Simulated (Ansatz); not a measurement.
## GaN (F-43m): the PBE gap against the k mesh of the density

How far can the k mesh of the density be lowered for the gap of GaN (F-43m)?

Calculated with Ansatz 0.2.0; DFT, PBE, plane waves, PAW; PAW set soft_1.

## Step 1: Set-up

It takes space group F-43m (No. 216, cubic). The conventional cell has a = 4.507 Å, b = 4.507 Å, c = 4.507 Å, α = 90.00°, β = 90.00°, γ = 90.00°. Nearest to Ga lie 4 N at 1.95 Å. Nearest to N lie 4 Ga at 1.95 Å. Farther neighbours and most contacts between anions are not listed.

Structure file:

```cif
data_structure
_symmetry_space_group_name_H-M 'P 1'
_symmetry_Int_Tables_number 1
_cell_length_a 3.1869
_cell_length_b 3.1869
_cell_length_c 3.1869
_cell_angle_alpha 60.000
_cell_angle_beta 60.000
_cell_angle_gamma 60.000
_cell_volume 22.89
loop_
_atom_site_label
_atom_site_type_symbol
_atom_site_fract_x
_atom_site_fract_y
_atom_site_fract_z
_atom_site_occupancy
Ga1 Ga 0.00000 0.00000 0.00000 1
N2 N 0.75000 0.75000 0.75000 1
```

The cell and positions are those that the Materials Project relaxed with its own functionals (PBE, PBE+U or r2SCAN), kept fixed. This is not the form that GaN usually takes at ambient conditions.

## Step 2: k mesh of the density: 4×4×4

Contents of input.yaml:

```yaml
crystal:
  lattice:
    - [0.0, 2.2535006075, 2.2535006075]
    - [2.2535006075, 0.0, 2.2535006075]
    - [2.2535006075, 2.2535006075, 0.0]
  atoms:
    - { symbol: Ga, position: [0.0, 0.0, 0.0] }
    - { symbol: "N", position: [0.75, 0.75, 0.75] }
kpoints:
  mp_grid: { grid: [4, 4, 4] }
  band_path:
    path:
      - [0.0, 0.0, 0.0]
      - [-0.5, -0.5, 0.0]
      - [-0.375, -0.375, 0.25]
      - [-0.375, 0.0, 0.375]
      - [0.0, 0.0, 0.5]
      - [-0.5, -0.25, 0.25]
    npoints: 1
hamiltonian:
  xc: pbe
  pseudopotentials: { kind: paw, azcp: { folder: soft_1 } }
scf:
  occupations: { method: fixed }
  n_extra_bands: 4
output:
  eigenvalues: true
```

Run with:

```
ansatz run input.yaml --threads 3 --pin off --max-ram 92160MiB --backend cuda --events-out ev --progress --plain --runs-dir out --devices 1 --max-vram 13GiB
```

Numbers of over 12 decimals in the logs are rounded to 6 here.

The program printed:

```text
scf.n_extra_bands = 4 over 9 filled bands (N_el = 18.0): the run solves 13 bands
GPUs: using 1 of 1 available (devices: 1).
Engine: ansatz 0.2.0, x86_64-unknown-linux-gnu
Pseudopotentials: kind: paw
Pseudopotential: Ga, paw, valence charge 13, recommended cutoff 420 eV (normal), soft_1/Ga.paw.azcp
Pseudopotential: N, paw, valence charge 5, recommended cutoff 420 eV (normal), soft_1/N.paw.azcp
Functional definition: PBE
  parameter kappa = 0.804
  parameter beta = 0.066725
  exchange = pbe_x(kappa = kappa, mu = beta*pi^2/3)
  correlation = pbe_c(beta = beta)
device memory: the entry about to start is reckoned to put 1.4 GiB on a device that reports 53.0 GiB free (of which the cap on the GPU budget leaves the run 13.0 GiB)
GPU FFT provider: cuFFT
GPU libraries: cuBLAS 13.8.2, cuFFT 12.4.0, cuSOLVER 12.3.4
Crystal: 2 atoms, lattice volume = 22.888 Å³
Basis set: ecut = 420 eV, 459 PW (Γ)
Bands: 13, of which v1, the nominal top of the filled ones, is band 9 counted from 1 (8 counted from 0)
Symmetry: 24 space group operations
Space group: F-43m (ITA 216), of the structure as read, at distance tolerance 2.8e-5 Å
k-points: 8 of 64 (time reversal used)
Non-local potential: Ga, projectors of the file, l = 0: 2, l = 1: 2, l = 2: 3, l = 3: 1
Non-local potential: N, projectors of the file, l = 0: 2, l = 1: 2, l = 2: 1
PAW form: soft (Blöchl's): semilocal exchange-correlation on the pseudo side does not see the compensation charge
PAW one-centre angular grid: Ga, 590 points (default); XC on 64 Gauss nodes
PAW one-centre angular grid: N, 110 points (default); XC on 64 Gauss nodes
Initial density: superposition of atomic densities (chi_scale 0.1, normalization cell, long waves kept (reshape's long-wave potential 0.00 eV rms))
Initial wavefunctions: pseudopotential atomic-orbital guess
GPU buffer pool allocated for 13824 grid points (all kernels)
GPU transforms: local potential and band sums: pruned to the plane-wave sphere, on 24×24×24
Functional: x = pbe(κ = 0.804, μ = 0.219515), c = pbe(β = 0.066725)
SCF iter   1: F=—  HF=-4168.548417 eV  |F-HF|=—  |Δ(HF+E_count)|=         —  Δρ=1.13e-1  dr2=2.60e0  ethr=3.10e-3  ⟨swp⟩=3.9  Hψ=459  notcnv=0  defer=10
preconditioner: auto → none  [insulator: Δε(μ)=2.563 eV  Ē_g=19.124 eV  n_scr=8 (ndim 8)  ℏωp=32.9 eV  f_vac=0.000  ε∞_Penn≈4.0]
SCF iter   2: F=—  HF=-4167.964325 eV  |F-HF|=—  |Δ(HF+E_count)|=   5.84e-1  Δρ=6.16e-2  dr2=5.23e-1  ethr=3.10e-3  ⟨swp⟩=2.2  Hψ=268  notcnv=0  defer=3
SCF iter   3: F=—  HF=-4167.844063 eV  |F-HF|=—  |Δ(HF+E_count)|=   1.20e-1  Δρ=2.04e-2  dr2=4.63e-2  ethr=2.91e-3  ⟨swp⟩=2.1  Hψ=157  notcnv=0  defer=14
SCF iter   4: F=—  HF=-4167.842354 eV  |F-HF|=—  |Δ(HF+E_count)|=   1.71e-3  Δρ=8.01e-3  dr2=6.60e-3  ethr=2.57e-4  ⟨swp⟩=2.1  Hψ=226  notcnv=0  defer=14
SCF iter   5: F=—  HF=-4167.839489 eV  |F-HF|=—  |Δ(HF+E_count)|=   2.86e-3  Δρ=8.02e-4  dr2=6.72e-5  ethr=3.67e-5  ⟨swp⟩=2.0  Hψ=189  notcnv=0  defer=14
SCF iter   6: F=—  HF=-4167.839548 eV  |F-HF|=—  |Δ(HF+E_count)|=   5.93e-5  Δρ=2.28e-4  dr2=6.64e-6  ethr=3.73e-7  ⟨swp⟩=2.0  Hψ=187  notcnv=0  defer=14
SCF iter   7: F=-4167.839548 eV  HF=-4167.839548 eV  |F-HF|=3.22e-8  |Δ(HF+E_count)|=   3.66e-7  Δρ=2.08e-5  dr2=4.70e-8  ethr=5.56e-10  ⟨swp⟩=4.0  Hψ=461  notcnv=0
SCF 1 converged in 7 iterations: F = -4167.839548 eV  dr2 = 4.70e-8
[...]
device memory: the entry about to start is reckoned to put 0.7 GiB on a device that reports 55.9 GiB free (of which the cap on the GPU budget leaves the run 13.0 GiB)
NSCF: frozen V_eff on 6 k-points
SCF converged after 7 iterations
Free energy (F): -4167.839548 eV
Harris-Foulkes:  -4167.839548 eV  (|F-HF|=3.22e-8)
Internal energy: -4167.839548 eV  (E = F + TS)
E sigma→0 (E₀):  -4167.839548 eV
Fermi energy:    9.685740 eV
--- Per-component energies (eV) ---
  E_band       = -5.483128
  E_kinetic    = 241.096058
  E_local      = -1414.908435  (includes V_loc(G=0)·N_el)
  E_nonlocal   = -54.666307
  E_hartree    = 895.159381
  E_xc         = -122.305673
  E_vxc        = -130.929507  (∫ρ·V_xc dr)
  E_paw        = -2124.780436  (= ΣΔE_a)
  E_vpaw       = -436.399376  (= ΣTr[D̂ρ^β])
  E_aug_tail   = 0.000819  (compensation charges beyond the density's cutoff)
  E_ewald      = -1587.434954
  E_smearing   = -0.000000  (= −TS)
  E_closure    = -0.000000  (closes the sum)
  Σ components = -4167.839548   (vs F -4167.839548, Δ=0.00e0)
--- Band table (eV; the first three rows and the last of 8) ---
  k-point 0: bands = [... 5 lower, -3.5322, 9.6857, 9.6857, 9.6857, 11.3846, 19.9610, 19.9610, 19.9610]
  k-point 1: bands = [... 5 lower, -3.4707, 5.8147, 9.1633, 9.1633, 13.7261, 18.4453, 20.4170, 20.4170]
  k-point 2: bands = [... 5 lower, -2.2513, 2.6283, 8.7146, 8.7146, 14.2947, 18.3992, 20.0117, 20.0117]
  k-point 7: bands = [... 5 lower, -1.5311, 3.9696, 5.9799, 6.0327, 15.8832, 18.0580, 19.9179, 20.7819]
```

The job ended after 7.3 s (1 × NVIDIA H100 80GB HBM3 (shared by 6 runs) with 3 threads of AMD EPYC 7R13 (Zen 3), shared host; peak memory 0.87 GiB).

This step gave:

```
gap                  : 1.699 eV
valence top at       : Γ
conduction bottom at : Γ
least direct gap     : 1.699 eV
```

The gap is direct, at Γ.

## Step 3: k mesh of the density: 8×8×8 (the default)

input.yaml, the sections that differ from step 2:

```yaml
kpoints:
  mp_grid: { grid: [8, 8, 8] }
  band_path:
    path:
      - [[0.0, 0.0, 0.0], [-0.5, -0.5, 0.0], [-0.375, -0.375, 0.25]]
      - [[-0.375, 0.0, 0.375], [0.0, 0.0, 0.0], [0.0, 0.0, 0.5], [-0.5, -0.25, 0.25], [-0.5, -0.5, 0.0]]
    npoints: 10
scf:
  occupations: { method: fermi_dirac, width: 0.02 }
  n_extra_bands: 4
output:
  eigenvalues: true
  write_density: true
  write_potential: true
  elf: true
  volumetric_format: npy
# crystal, hamiltonian: as in step 2
```

The program printed:

```text
[...]
GPUs: using 1 of 1 available (devices: 1).
[...]
GPU FFT provider: cuFFT
GPU libraries: cuBLAS 13.8.2, cuFFT 12.4.0, cuSOLVER 12.3.4
Crystal: 2 atoms, lattice volume = 22.888 Å³
Basis set: ecut = 420 eV, 459 PW (Γ)
Bands: 13, of which v1, the nominal top of the filled ones, is band 9 counted from 1 (8 counted from 0)
[... 1 set-up line as in the run before ...]
[...]
Fermi energy:    10.508980 eV
[...]
--- Band table (eV; the first three rows and the last of 29) ---
  k-point 0: bands = [... 5 lower, -3.5295, 9.6387, 9.6387, 9.6387, 11.3572, 19.9568, 19.9568, 19.9568]
  k-point 1: bands = [... 5 lower, -3.5311, 8.1112, 9.4772, 9.4772, 12.5079, 19.2461, 20.1936, 20.1936]
  k-point 2: bands = [... 5 lower, -3.4738, 5.7841, 9.1188, 9.1188, 13.6982, 18.4235, 20.4109, 20.4109]
  k-point 28: bands = [... 5 lower, -1.5532, 3.9466, 5.9490, 6.0042, 15.8595, 18.0263, 19.9071, 20.7509]
[key lines of the parts left out:]
SCF converged after 7 iterations
Free energy (F): -4167.902617 eV
```

The job ended after 8.3 s (1 × NVIDIA H100 80GB HBM3 (shared by 6 runs) with 3 threads; peak memory 0.89 GiB; 3.1 s of CPU time).

Numbers from this step:

```yaml
gap: 1.718 eV
valence_top_at: Γ
conduction_bottom_at: Γ
least_direct_gap: 1.718 eV
```

The gap is 1.718 eV, +0.020 eV from the run before at this level.

## Step 4: k mesh of the density: 12×12×12

input.yaml, the sections that differ from step 3:

```yaml
kpoints:
  mp_grid: { grid: [12, 12, 12] }
  band_path:
    path:
      - [0.0, 0.0, 0.0]
      - [-0.5, -0.5, 0.0]
      - [-0.375, -0.375, 0.25]
      - [-0.375, 0.0, 0.375]
      - [0.0, 0.0, 0.5]
      - [-0.5, -0.25, 0.25]
    npoints: 1
scf:
  occupations: { method: fixed }
  n_extra_bands: 4
output:
  eigenvalues: true
# crystal, hamiltonian: as in step 3
```

The program printed:

```text
[...]
GPUs: using 1 of 1 available (devices: 1).
[...]
GPU FFT provider: cuFFT
GPU libraries: cuBLAS 13.8.2, cuFFT 12.4.0, cuSOLVER 12.3.4
Crystal: 2 atoms, lattice volume = 22.888 Å³
Basis set: ecut = 420 eV, 459 PW (Γ)
Bands: 13, of which v1, the nominal top of the filled ones, is band 9 counted from 1 (8 counted from 0)
[... 1 set-up line as in the run before ...]
[...]
Fermi energy:    9.638137 eV
[...]
--- Band table (eV; the first three rows and the last of 72) ---
  k-point 0: bands = [... 5 lower, -3.5294, 9.6381, 9.6381, 9.6381, 11.3568, 19.9567, 19.9567, 19.9567]
  k-point 1: bands = [... 5 lower, -3.5304, 8.8080, 9.5632, 9.5632, 12.0202, 19.5887, 20.0743, 20.0743]
  k-point 2: bands = [... 5 lower, -3.5308, 7.3554, 9.3672, 9.3672, 12.9678, 18.9059, 20.3117, 20.3117]
  k-point 71: bands = [... 5 lower, -1.5534, 3.9462, 5.9486, 6.0038, 15.8591, 18.0259, 19.9069, 20.7504]
[key lines of the parts left out:]
SCF converged after 7 iterations
Free energy (F): -4167.903072 eV
```

Run time: 7.6 s. Hardware: 1 × NVIDIA H100 80GB HBM3 (shared by 6 runs) with 3 threads; peak memory 0.87 GiB; 5.7 s of CPU time.

This step gave:

| Item | Value |
| --- | --- |
| gap | 1.719 eV |
| valence top at | Γ |
| conduction bottom at | Γ |
| least direct gap | 1.719 eV |

The gap is 1.719 eV, as in the run before at this level.

## Step 5: The series

Differences are against the last row; a negative gap means that bands overlap, and a run with a band path holds that path's time. Times are wall times on 1 × NVIDIA H100 80GB HBM3 (shared by 6 runs) with 3 threads of AMD EPYC 7R13 (Zen 3), shared host, good to a factor of about two.

| k mesh of the density | gap (eV) | direct gap (eV) | gap error (eV) | energy error (meV/atom) | irreducible k | time |
| --- | --- | --- | --- | --- | --- | --- |
| 4×4×4 | 1.699 | 1.699 | −0.020 | +31.8 | 8 | 7.3 s |
| 8×8×8 | 1.718 | 1.718 | −0.0002 | +0.2 | 29 | 8.3 s |
| 12×12×12 | 1.719 | 1.719 | +0.000 | +0.0 | 72 | 7.6 s |

## Step 6: Results

```yaml
4x4x4: 1.699 eV
8x8x8: 1.718 eV
12x12x12: 1.719 eV
```

**Reading.** The gap holds to 0.02 eV from 4×4×4 on, the cheapest setting tried. At 4×4×4 the gap is off by −0.020 eV and the energy by +32 meV/atom. The gap is read over the mesh and added points near the edges, so meshes differ mainly through the density and, for a hybrid, the exchange operator.

[Paths, hosts, dates, memory and timing lines, banners, echoed tables and standing remarks are left out of the program output.]

[Logs are printed without paths, hosts, clocks, repeated set-up lines and the standing remarks that a program may print on its own settings, such as how far it seeks lower states.]

[Runs of the session that timed out or met a known fault of the program may be left out.]

[Cells called generated may have been cut or substituted from an entry of the Crystallography Open Database or the Materials Project.]

[Hosts, paths, dates, database ids (printed as entryN), source tags and the programs' standing remarks are cut or masked in the printed files.]
